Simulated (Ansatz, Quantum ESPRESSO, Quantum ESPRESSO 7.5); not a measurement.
**W2CCl2 MXene, 1 layer: biaxial strain by an ASE script**

Wanted: deformation of the bands of W2CCl2 MXene, 1 layer, driven from Python.

Main program and level: Quantum ESPRESSO 7.5; plane-wave DFT, PBE, GBRV ultrasoft pseudopotentials (geometry by Ansatz 0.2.0 with PAW datasets; geometry under PBE).

### Step 1. Starting point

The cell holds 5 atoms: 2 Cl, 2 W and 1 C. Its edges and angles: a = 3.125 Å, b = 3.125 Å, c = 20.863 Å, α = 90.0°, β = 90.0°, γ = 120.0°. It derives from W2CCl2. Vacuum lies along c.

### Step 2. Geometry from Ansatz

The geometry comes first, from a plane-wave PAW code, so that the later runs on this slab share one structure.

input.yaml reads:

```yaml
crystal:
  lattice:
    - [3.125408, 0.0, 0.0]
    - [-1.562704, 2.7066827252, 0.0]
    - [0.0, 0.0, 20.8631248233]
  atoms:
    - { symbol: Cl, position: [0.3333333333, 0.6666666667, 0.3594859382] }
    - { symbol: W, position: [0.6666666667, 0.3333333333, 0.4408907947] }
    - { symbol: C, position: [0.0, 0.0, 0.5] }
    - { symbol: W, position: [0.3333333333, 0.6666666667, 0.5591092053] }
    - { symbol: Cl, position: [0.6666666667, 0.3333333333, 0.6405140618] }
kpoints:
  mp_grid: { grid: [12, 12, 1] }
hamiltonian:
  xc: pbe
scf:
  occupations: { method: fermi_dirac, width: 0.05 }
  convergence: { dr2_threshold: 1.0e-08 }
efield:
  axis: 3
  dipole_correction: true
  ramp_position: 0.97
  ramp_width: 0.04
relax:
  f_tol: 0.01
  cell: { fix: [c, alpha, beta] }
output:
  write_potential: true
  write_density: true
  volumetric_format: npy
```

The run is started by

```sh
> ansatz run input.yaml --threads 4 --pin off --max-ram 8192MiB --backend cpu --events-out ev --progress --plain --runs-dir out
```

Numbers of over 12 decimals in the logs are rounded to 6 here.

The program printed:

```text
Warning: relax.cell: scf.convergence.dr2_threshold = 1e-8 eV is looser than the 5e-10 eV advised for a relaxation that steers and ends on the stress (1e-10 eV for each atom of the cell: 5). What an SCF threshold leaves in a stress goes as its square root, and in the free energy as the threshold itself, and one threshold admits the most on a small cell: [figures from the program's tests cut] Set scf.convergence.dr2_threshold to 5e-10 eV or tighter. The threshold is an SCF's pass mark: one that does not reach it within its budget of iterations ends unconverged, or closes short of it on a stop that the run arms, and scf.convergence.dr2_threshold's page says what that costs each kind of run
Engine: ansatz 0.2.0, aarch64-unknown-linux-gnu
Pseudopotentials: kind: paw
Pseudopotential: Cl, paw, valence charge 7, recommended cutoff 420 eV (normal), Cl.paw.azcp
Pseudopotential: W, paw, valence charge 14, recommended cutoff 420 eV (normal), W.paw.azcp
Pseudopotential: C, paw, valence charge 4, recommended cutoff 420 eV (normal), C.paw.azcp
Functional definition: PBE
  parameter kappa = 0.804
  parameter beta = 0.066725
  exchange = pbe_x(kappa = kappa, mu = beta*pi^2/3)
  correlation = pbe_c(beta = beta)
Crystal: 5 atoms, lattice volume = 176.491 Å³
Basis set: ecut = 420 eV, 3465 PW (Γ), exchange–correlation on 48×48×288 points (8 copies of the dense FFT grid, shifted against one another)
Bands: 28, of which v1, the nominal top of the filled ones, is band 23 counted from 1 (22 counted from 0)
Symmetry: 6 space group operations
k-points: 19 of 144 (time reversal used)
Non-local potential: Cl, projectors of the file, l = 0: 2, l = 1: 2, l = 2: 2
Non-local potential: W, projectors of the file, l = 0: 3, l = 1: 2, l = 2: 2, l = 3: 1
Non-local potential: C, projectors of the file, l = 0: 2, l = 1: 2, l = 2: 1
PAW form: soft (Blöchl's): semilocal exchange-correlation on the pseudo side does not see the compensation charge
PAW one-centre angular grid: Cl, 110 points (default); XC on 64 Gauss nodes
PAW one-centre angular grid: W, 590 points (default); XC on 64 Gauss nodes
PAW one-centre angular grid: C, 110 points (default); XC on 64 Gauss nodes
Initial density: superposition of atomic densities (neutral atoms: chi_scale 0, normalization atom), corrected by the library's trained network
Initial wavefunctions: pseudopotential atomic-orbital guess
Functional: x = pbe(κ = 0.804, μ = 0.219515), c = pbe(β = 0.066725)
SCF iter   1: F=—  HF=-23179.230438 eV  |F-HF|=—  |Δ(HF+E_count)|=         —  Δρ=9.97e-3  dr2=9.02e-1  ethr=1.77e-3  p=0.000 e·Å  D=4.61e-4 V/Å  ΔV_dip=-0.01 eV  dr2_dipole=3.90e-6  V_vac-E_F(+/−)=4.64/4.65 eV  ⟨swp⟩=8.5  Hψ=2981  notcnv=0
efield: sawtooth ramp at fractional position 0.9700 (set: `efield.ramp_position`, or a place that a band, a saddle search or an elastic batch's reference lends), width 0.0400; the density the first Hamiltonian is built on has a dipole p = 0.000 e·Å; the dipole correction subtracts the counter field D = 4.61e-4 V/Å, which shifts the + side's vacuum level by -0.01 eV against the − side's; the planar-averaged density in the ramp window peaks in size at 1.6e-5 e/Å³
preconditioner: auto → LDOS  [metal: Δε(μ)=0.075 eV  Ē_g=8.820 eV  σ=0.050 eV  W_gap=0.36  n_scr=14 (ndim 8)  ℏωp=15.3 eV  f_vac=0.570  D(μ)=3.72/eV (n_scr^D=12)  β→1.0]
SCF iter   2: F=—  HF=-23179.117472 eV  |F-HF|=—  |Δ(HF+E_count)|=   1.13e-1  Δρ=3.78e-3  dr2=4.71e-2  ethr=1.77e-3  p=0.000 e·Å  D=1.51e-4 V/Å  ΔV_dip=-0.00 eV  dr2_dipole=1.36e-5  V_vac-E_F(+/−)=3.65/3.66 eV  ⟨swp⟩=2.1  Hψ=849  notcnv=0
SCF iter   3: F=—  HF=-23179.112385 eV  |F-HF|=—  |Δ(HF+E_count)|=   5.09e-3  Δρ=2.25e-3  dr2=2.11e-2  ethr=1.02e-4  p=0.000 e·Å  D=3.88e-5 V/Å  ΔV_dip=-0.00 eV  dr2_dipole=1.81e-7  V_vac-E_F(+/−)=3.67/3.67 eV  ⟨swp⟩=2.9  Hψ=1156  notcnv=0
SCF iter   4: F=—  HF=-23179.108773 eV  |F-HF|=—  |Δ(HF+E_count)|=   3.61e-3  Δρ=6.73e-4  dr2=1.33e-3  ethr=4.58e-5  p=0.000 e·Å  D=1.57e-5 V/Å  ΔV_dip=-0.00 eV  dr2_dipole=1.03e-8  V_vac-E_F(+/−)=3.56/3.56 eV  ⟨swp⟩=2.0  Hψ=840  notcnv=0
SCF iter   5: F=—  HF=-23179.108398 eV  |F-HF|=—  |Δ(HF+E_count)|=   3.75e-4  Δρ=1.70e-4  dr2=7.89e-5  ethr=2.90e-6  p=0.000 e·Å  D=1.29e-6 V/Å  ΔV_dip=-0.00 eV  dr2_dipole=8.31e-9  V_vac-E_F(+/−)=3.57/3.57 eV  ⟨swp⟩=2.8  Hψ=1075  notcnv=0
SCF iter   6: F=—  HF=-23179.108427 eV  |F-HF|=—  |Δ(HF+E_count)|=   2.88e-5  Δρ=4.05e-5  dr2=2.20e-6  ethr=1.71e-7  p=-0.000 e·Å  D=-1.24e-6 V/Å  ΔV_dip=0.00 eV  dr2_dipole=2.69e-9  V_vac-E_F(+/−)=3.57/3.57 eV  ⟨swp⟩=2.3  Hψ=889  notcnv=0
SCF iter   7: F=—  HF=-23179.108412 eV  |F-HF|=—  |Δ(HF+E_count)|=   1.41e-5  Δρ=7.00e-6  dr2=5.51e-8  ethr=4.79e-9  p=-0.000 e·Å  D=-2.36e-7 V/Å  ΔV_dip=0.00 eV  dr2_dipole=5.08e-11  V_vac-E_F(+/−)=3.57/3.57 eV  ⟨swp⟩=2.8  Hψ=1083  notcnv=0
SCF iter   8: F=-23179.108413 eV  HF=-23179.108413 eV  |F-HF|=9.87e-9  |Δ(HF+E_count)|=   1.55e-7  Δρ=1.56e-6  dr2=3.61e-9  ethr=2.17e-11  p=-0.000 e·Å  D=-6.90e-7 V/Å  ΔV_dip=0.00 eV  dr2_dipole=6.54e-12  V_vac-E_F(+/−)=3.57/3.57 eV  ⟨swp⟩=11.9  Hψ=4742  notcnv=0
SCF 1 converged in 8 iterations: F = -23179.108413 eV  dr2 = 3.61e-9
  greatest PAW one-centre occupation: 0.999 electrons in one spin orbital (limit 2), on the W atom at site 3 (counted from 0), in its partial waves of l = 0
relax step   1: F+E_penalty+E_count = -23179.10841261 eV  Δ(F+E_penalty+E_count) = +0.000e0 eV  max|allowed force component| = 1.828e0 eV/Å  Δτ_max = 0.0000 Å  P = +1.712 GPa  Ω = 176.491 Å³  fix = [c, alpha, beta]  reactions: c +4.655 GPa  (8 SCF iters, accepted)
Crystal: 5 atoms, lattice volume = 169.914 Å³
Basis set: ecut = 420 eV, 3297 PW (Γ), exchange–correlation on 48×48×288 points (8 copies of the dense FFT grid, shifted against one another)
Initial density: handed on by an earlier stage of this run
Initial wavefunctions: those handed on with the density
iter 1 solved again at ethr=8.46e-4 eV; its pass at ethr=3.10e-3 eV (dr2=3.89e-1 eV) is discarded
SCF iter   1: F=—  HF=-23179.535927 eV  |F-HF|=—  |Δ(HF+E_count)|=         —  Δρ=9.94e-3  dr2=3.93e-1  ethr=8.46e-4  p=-0.000 e·Å  D=-5.60e-7 V/Å  ΔV_dip=0.00 eV  dr2_dipole=1.72e-11  V_vac-E_F(+/−)=3.92/3.92 eV  ⟨swp⟩=1.1  Hψ=3738  notcnv=0
[...]
relax step   8: F+E_penalty+E_count = -23180.46186044 eV  Δ(F+E_penalty+E_count) = -2.066e-1 eV  max|allowed force component| = 8.010e-1 eV/Å  Δτ_max = 0.1968 Å  P = +0.699 GPa  Ω = 206.393 Å³  energy of the carried Pulay correction = -7.817e-3 eV  fix = [c, alpha, beta]  reactions: c +1.052 GPa  (8 SCF iters, accepted)
relax step   9: F+E_penalty+E_count = -23180.46887312 eV  Δ(F+E_penalty+E_count) = -7.013e-3 eV  max|allowed force component| = 5.504e-1 eV/Å  Δτ_max = 0.0400 Å  P = -0.362 GPa  Ω = 204.821 Å³  energy of the carried Pulay correction = -7.436e-3 eV  fix = [c, alpha, beta]  reactions: c -0.975 GPa  (7 SCF iters, accepted)
relax step  10: F+E_penalty+E_count = -23180.47919633 eV  Δ(F+E_penalty+E_count) = -1.032e-2 eV  max|allowed force component| = 1.665e-2 eV/Å  Δτ_max = 0.0210 Å  P = -0.056 GPa  Ω = 206.300 Å³  energy of the carried Pulay correction = -7.795e-3 eV  fix = [c, alpha, beta]  reactions: c -0.087 GPa  (7 SCF iters, accepted)
relax step  11: F+E_penalty+E_count = -23180.47925815 eV  Δ(F+E_penalty+E_count) = -6.182e-5 eV  max|allowed force component| = 2.220e-3 eV/Å  Δτ_max = 0.0019 Å  P = -0.009 GPa  Ω = 206.226 Å³  energy of the carried Pulay correction = -7.777e-3 eV  fix = [c, alpha, beta]  reactions: c -0.032 GPa  (5 SCF iters, accepted)
relax step  12: F+E_penalty+E_count = -23180.49503273 eV  Δ(F+E_penalty+E_count) = -1.577e-2 eV  max|allowed force component| = 9.944e-4 eV/Å  Δτ_max = 0.0000 Å  P = +0.063 GPa  Ω = 206.226 Å³  fix = [c, alpha, beta]  reactions: c -0.004 GPa  stress off target by 9.66e-2 GPa on what of the cell is left free  SCF on the basis re-selected at this cell (its energy is not comparable with the rows above)  (5 SCF iters)
relax step  13: F+E_penalty+E_count = -23180.49506403 eV  Δ(F+E_penalty+E_count) = -3.130e-5 eV  max|allowed force component| = 6.704e-3 eV/Å  Δτ_max = 0.0015 Å  P = +0.015 GPa  Ω = 206.497 Å³  energy of the carried Pulay correction = -6.441e-5 eV  fix = [c, alpha, beta]  reactions: c +0.006 GPa  (5 SCF iters, accepted)
iter 1 solved again at ethr=3.72e-8 eV; its pass at ethr=3.10e-3 eV (dr2=1.71e-5 eV) is discarded
SCF iter   1: F=—  HF=-23180.495054 eV  |F-HF|=—  |Δ(HF+E_count)|=         —  Δρ=1.08e-5  dr2=7.93e-9  ethr=3.72e-8  p=-0.000 e·Å  D=-9.00e-7 V/Å  ΔV_dip=0.00 eV  dr2_dipole=4.43e-12  V_vac-E_F(+/−)=4.04/4.04 eV  ⟨swp⟩=5.3  Hψ=5184  notcnv=0
efield: sawtooth ramp at fractional position 0.9700 (set: `efield.ramp_position`, or a place that a band, a saddle search or an elastic batch's reference lends), width 0.0400; the density the first Hamiltonian is built on has a dipole p = -0.000 e·Å; the dipole correction subtracts the counter field D = -9.00e-7 V/Å, which shifts the + side's vacuum level by +0.00 eV against the − side's; the planar-averaged density in the ramp window peaks in size at 2.5e-6 e/Å³
preconditioner: auto → LDOS  [insulator: Δε(μ)=0.123 eV  Ē_g=8.714 eV  σ=0.050 eV  W_gap=0.54  n_scr=14 (ndim 8)  ℏωp=14.2 eV  f_vac=0.594  D(μ)=1.97/eV (n_scr^D=8)  ε∞_Penn≈3.6  β→1.0]
SCF iter   2: F=—  HF=-23180.495121 eV  |F-HF|=—  |Δ(HF+E_count)|=   6.73e-5  Δρ=7.68e-7  dr2=1.98e-9  ethr=1.72e-11  p=-0.000 e·Å  D=-1.34e-6 V/Å  ΔV_dip=0.00 eV  dr2_dipole=8.10e-11  V_vac-E_F(+/−)=4.04/4.04 eV  ⟨swp⟩=17.3  Hψ=5174  notcnv=0
SCF iter   3: F=-23180.495121 eV  HF=-23180.495121 eV  |F-HF|=1.64e-7  |Δ(HF+E_count)|=   1.61e-7  Δρ=3.08e-7  dr2=3.14e-10  ethr=4.30e-12  p=-0.000 e·Å  D=-6.79e-7 V/Å  ΔV_dip=0.00 eV  dr2_dipole=2.98e-11  V_vac-E_F(+/−)=4.04/4.04 eV  ⟨swp⟩=7.6  Hψ=3864  notcnv=0
SCF 14 converged in 3 iterations: F = -23180.495121 eV  dr2 = 3.14e-10
relax step  14: F+E_penalty+E_count = -23180.49512104 eV  Δ(F+E_penalty+E_count) = -5.701e-5 eV  max|allowed force component| = 6.672e-3 eV/Å  Δτ_max = 0.0000 Å  P = +0.015 GPa  Ω = 206.497 Å³  fix = [c, alpha, beta]  reactions: c +0.006 GPa  stress off target by 2.00e-2 GPa on what of the cell is left free  SCF on the basis re-selected at this cell (its energy is not comparable with the rows above)  (3 SCF iters)
basis re-selected at this cell: Δ(F+E_penalty+E_count) = -5.701e-5 eV, ΔP = +0.000 GPa vs the last step (what re-selecting the basis moved, of the pressure what is left beyond the Pulay correction that the steps carried, after the strain that the cell walked since its last selection, with what the two solves' SCF thresholds leave and, on support functions, any second-order correction that the steps lacked; it is no m [...]
WARN: The input density's exchange-correlation potential varies sharply where the density is thin. Do not read a vacuum level from v_tot or v_xc, or from such a field of the output density. On a cell that repeats whose density bears no net charge and no dipole along the vacuum's axis use v_es (v_loc + v_h of the components); under efield.dipole_correction with no amplitude use v_es + v_field, which holds any external [...]
SCF converged after 3 iterations
Free energy (F): -23180.495121 eV
Harris-Foulkes:  -23180.495121 eV  (|F-HF|=1.64e-7)
Internal energy: -23180.478195 eV  (E = F + TS)
E sigma→0 (E₀):  -23180.486658 eV
Entropy (-TS):   -0.016926 eV (-3.385 meV/atom)
Fermi energy:    2.907175 eV
Dipole field:    D = -0.000008 V/Å  (p = -0.000009 e·Å, saw-weighted, corrected)
Work function:   Φ+ = 4.0407 eV   Φ− = 4.0405 eV
Levels:          The Fermi level and band energies are counted from a zero that moves with the ramp; work functions are not
--- Per-component energies (eV) ---
  E_band       = -852.712252
  E_kinetic    = 1315.620114
  E_local      = -36408.039058  (includes V_loc(G=0)·N_el)
  E_nonlocal   = 87.128415
  E_hartree    = 17592.402401
  E_xc         = -795.848903
  E_vxc        = -780.914923  (∫ρ·V_xc dr)
  E_paw        = -18543.393807  (= ΣΔE_a)
  E_vpaw       = -251.311511  (= ΣTr[D̂ρ^β])
  E_aug_tail   = 0.000062  (compensation charges beyond the density's cutoff)
  E_efield     = 0.000000  (sawtooth field / dipole correction)
  E_vefield    = 0.000076  (∫n·V_field dr)
  E_ewald      = 13571.652581
  E_smearing   = -0.016926  (= −TS)
  E_closure    = -0.000000  (closes the sum)
  Σ components = -23180.495121   (vs F -23180.495121, Δ=0.00e0)
--- Forces (eV/Å), atoms counted from 1 ---
  atom   1  Cl     0.00000000     0.00000000     0.00070600
  atom   2  W      0.00000000    -0.00000000    -0.00666800
  atom   3  C      0.00000000    -0.00000000     0.00000615
  atom   4  W      0.00000000     0.00000000     0.00667461
  atom   5  Cl    -0.00000000    -0.00000000    -0.00070721
  max |Σ_I F_I| component: 1.16e-5 eV/Å
--- Stress (GPa, compression-positive) ---
        0.019988      -0.000000       0.000000
        0.000000       0.019988       0.000000
       -0.000000       0.000000       0.006326
  P = ⅓ Tr σ = 0.0154 GPa (0.154 kbar)
--- Band table (eV; the first three rows and the last of 19) ---
  k-point 0: bands = [... 19 lower, -0.7490, -0.4599, -0.4599, 2.8251, 3.2922, 3.6076, 3.6076, 4.4613, ... 1 higher]
  k-point 1: bands = [... 19 lower, -1.0195, -0.3704, -0.1732, 2.7687, 3.1752, 3.6141, 3.9578, 4.4449, ... 1 higher]
  k-point 2: bands = [... 19 lower, -1.2895, -0.5186, 0.2403, 2.4960, 3.0198, 3.6361, 4.4636, 4.8063, ... 1 higher]
  k-point 18: bands = [... 19 lower, -1.4902, 0.8248, 0.9613, 0.9613, 4.0820, 4.0820, 4.4825, 5.8597, ... 1 higher]
--- Relaxed structure (12 steps of the walk, 11 accepted, 2 SCFs on fresh bases) ---
  F+E_penalty+E_count = -23180.49512104 eV   max|allowed force component| = 6.672e-3 eV/Å   (the final SCF, on the basis selected at the relaxed cell)
  cell:  # Å, volume = 206.4965 Å³
    - [3.380659, 0, 0]
    - [-1.690330, 2.927737, 0]
    - [0, 0, 20.8631248233]
  atoms:
    - { symbol: Cl, position: [0.333333, 0.666667, 0.369291] }
    - { symbol: W, position: [0.666667, 0.333333, 0.456094] }
    - { symbol: C, position: [0, 0, 0.500000] }
    - { symbol: W, position: [0.333333, 0.666667, 0.543906] }
    - { symbol: Cl, position: [0.666667, 0.333333, 0.630709] }
```

The job ended after 57 s (4 threads of Arm Neoverse N1, shared host; peak memory 0.52 GiB).

Relaxation path:

| step | energy less that of the first step (eV) | largest force component (eV/Å) | pressure (GPa) | volume (Å³) |
| --- | --- | --- | --- | --- |
| 1 | 0.0000 | 1.8276 | 1.71 | 176.49 |
| 2 | -0.3649 | 0.6446 | 0.40 | 169.91 |
| 3 | -0.4275 | 0.9263 | 0.64 | 171.37 |
| 4 | -0.3698 | 2.1756 | 3.67 | 171.95 |
| 5 | -0.6521 | 1.3099 | 0.45 | 175.99 |
| 6 | -0.8840 | 0.7818 | 1.04 | 182.25 |
| 7 | -1.1468 | 0.6942 | 1.13 | 192.02 |
| 8 | -1.3534 | 0.8010 | 0.70 | 206.39 |
| 9 | -1.3605 | 0.5504 | -0.36 | 204.82 |
| 10 | -1.3708 | 0.0166 | -0.06 | 206.30 |
| 11 | -1.3708 | 0.0022 | -0.01 | 206.23 |
| 12* | -1.3866 | 0.0010 | 0.06 | 206.23 |
| 13 | -1.3867 | 0.0067 | 0.02 | 206.50 |
| 14* | -1.3867 | 0.0067 | 0.02 | 206.50 |

Relaxation steps marked * repeat the geometry before them on a plane-wave basis chosen anew for their cell, so energy and pressure can jump there. Relaxation step 4 was tried and not accepted.

Forces are held to the 6 operations that the run works with; a distortion that breaks them can't arise in this run.

| cell as run | before | after | change |
| --- | --- | --- | --- |
| a (Å) | 3.125 | 3.381 | +8.2 % |
| b (Å) | 3.125 | 3.381 | +8.2 % |

The atoms that moved most (Å, along periodic axes as changes of fractional coordinates times the final cell, across vacuum about the mean position):

| atom | dx | dy | dz | length |
| --- | --- | --- | --- | --- |
| W4 | 0.000 | 0.000 | -0.317 | 0.317 |
| W2 | 0.000 | 0.000 | 0.317 | 0.317 |
| Cl1 | 0.000 | 0.000 | 0.205 | 0.205 |
| Cl5 | 0.000 | 0.000 | -0.205 | 0.205 |

The relaxed structure:

```cif
data_structure
_symmetry_space_group_name_H-M 'P 1'
_symmetry_Int_Tables_number 1
_cell_length_a 3.3807
_cell_length_b 3.3807
_cell_length_c 20.8631
_cell_angle_alpha 90.000
_cell_angle_beta 90.000
_cell_angle_gamma 120.000
_cell_volume 206.50
loop_
_atom_site_label
_atom_site_type_symbol
_atom_site_fract_x
_atom_site_fract_y
_atom_site_fract_z
_atom_site_occupancy
Cl1 Cl 0.33333 0.66667 0.36929 1
W2 W 0.66667 0.33333 0.45609 1
C3 C 0.00000 0.00000 0.50000 1
W4 W 0.33333 0.66667 0.54391 1
Cl5 Cl 0.66667 0.33333 0.63071 1
```

This step gave:

```
free energy                     : -23180.4951 eV
energy at zero smearing         : -23180.4867 eV
smearing term TS                : 0.01693 eV
Fermi energy                    : 2.907 eV
gap by band count               : 0.1228 eV
symmetry operations             : 6
work function of the upper face : 4.041 eV
work function of the lower face : 4.041 eV
dipole along the normal         : -9.02e-6 e·Å
```

(Continued in part 2 of 2.)

[Logs are printed without paths, hosts, clocks, repeated set-up lines and the standing remarks that a program may print on its own settings, such as how far it seeks lower states.]

[Hosts, paths, dates, database ids (printed as entryN), source tags and the programs' standing remarks are cut or masked in the printed files.]

[Maps of the electrostatic potential energy from Ansatz leave out the sawtooth potential of an applied field or a dipole correction, so their vacuum need not be flat; planar profiles and work functions include it.]
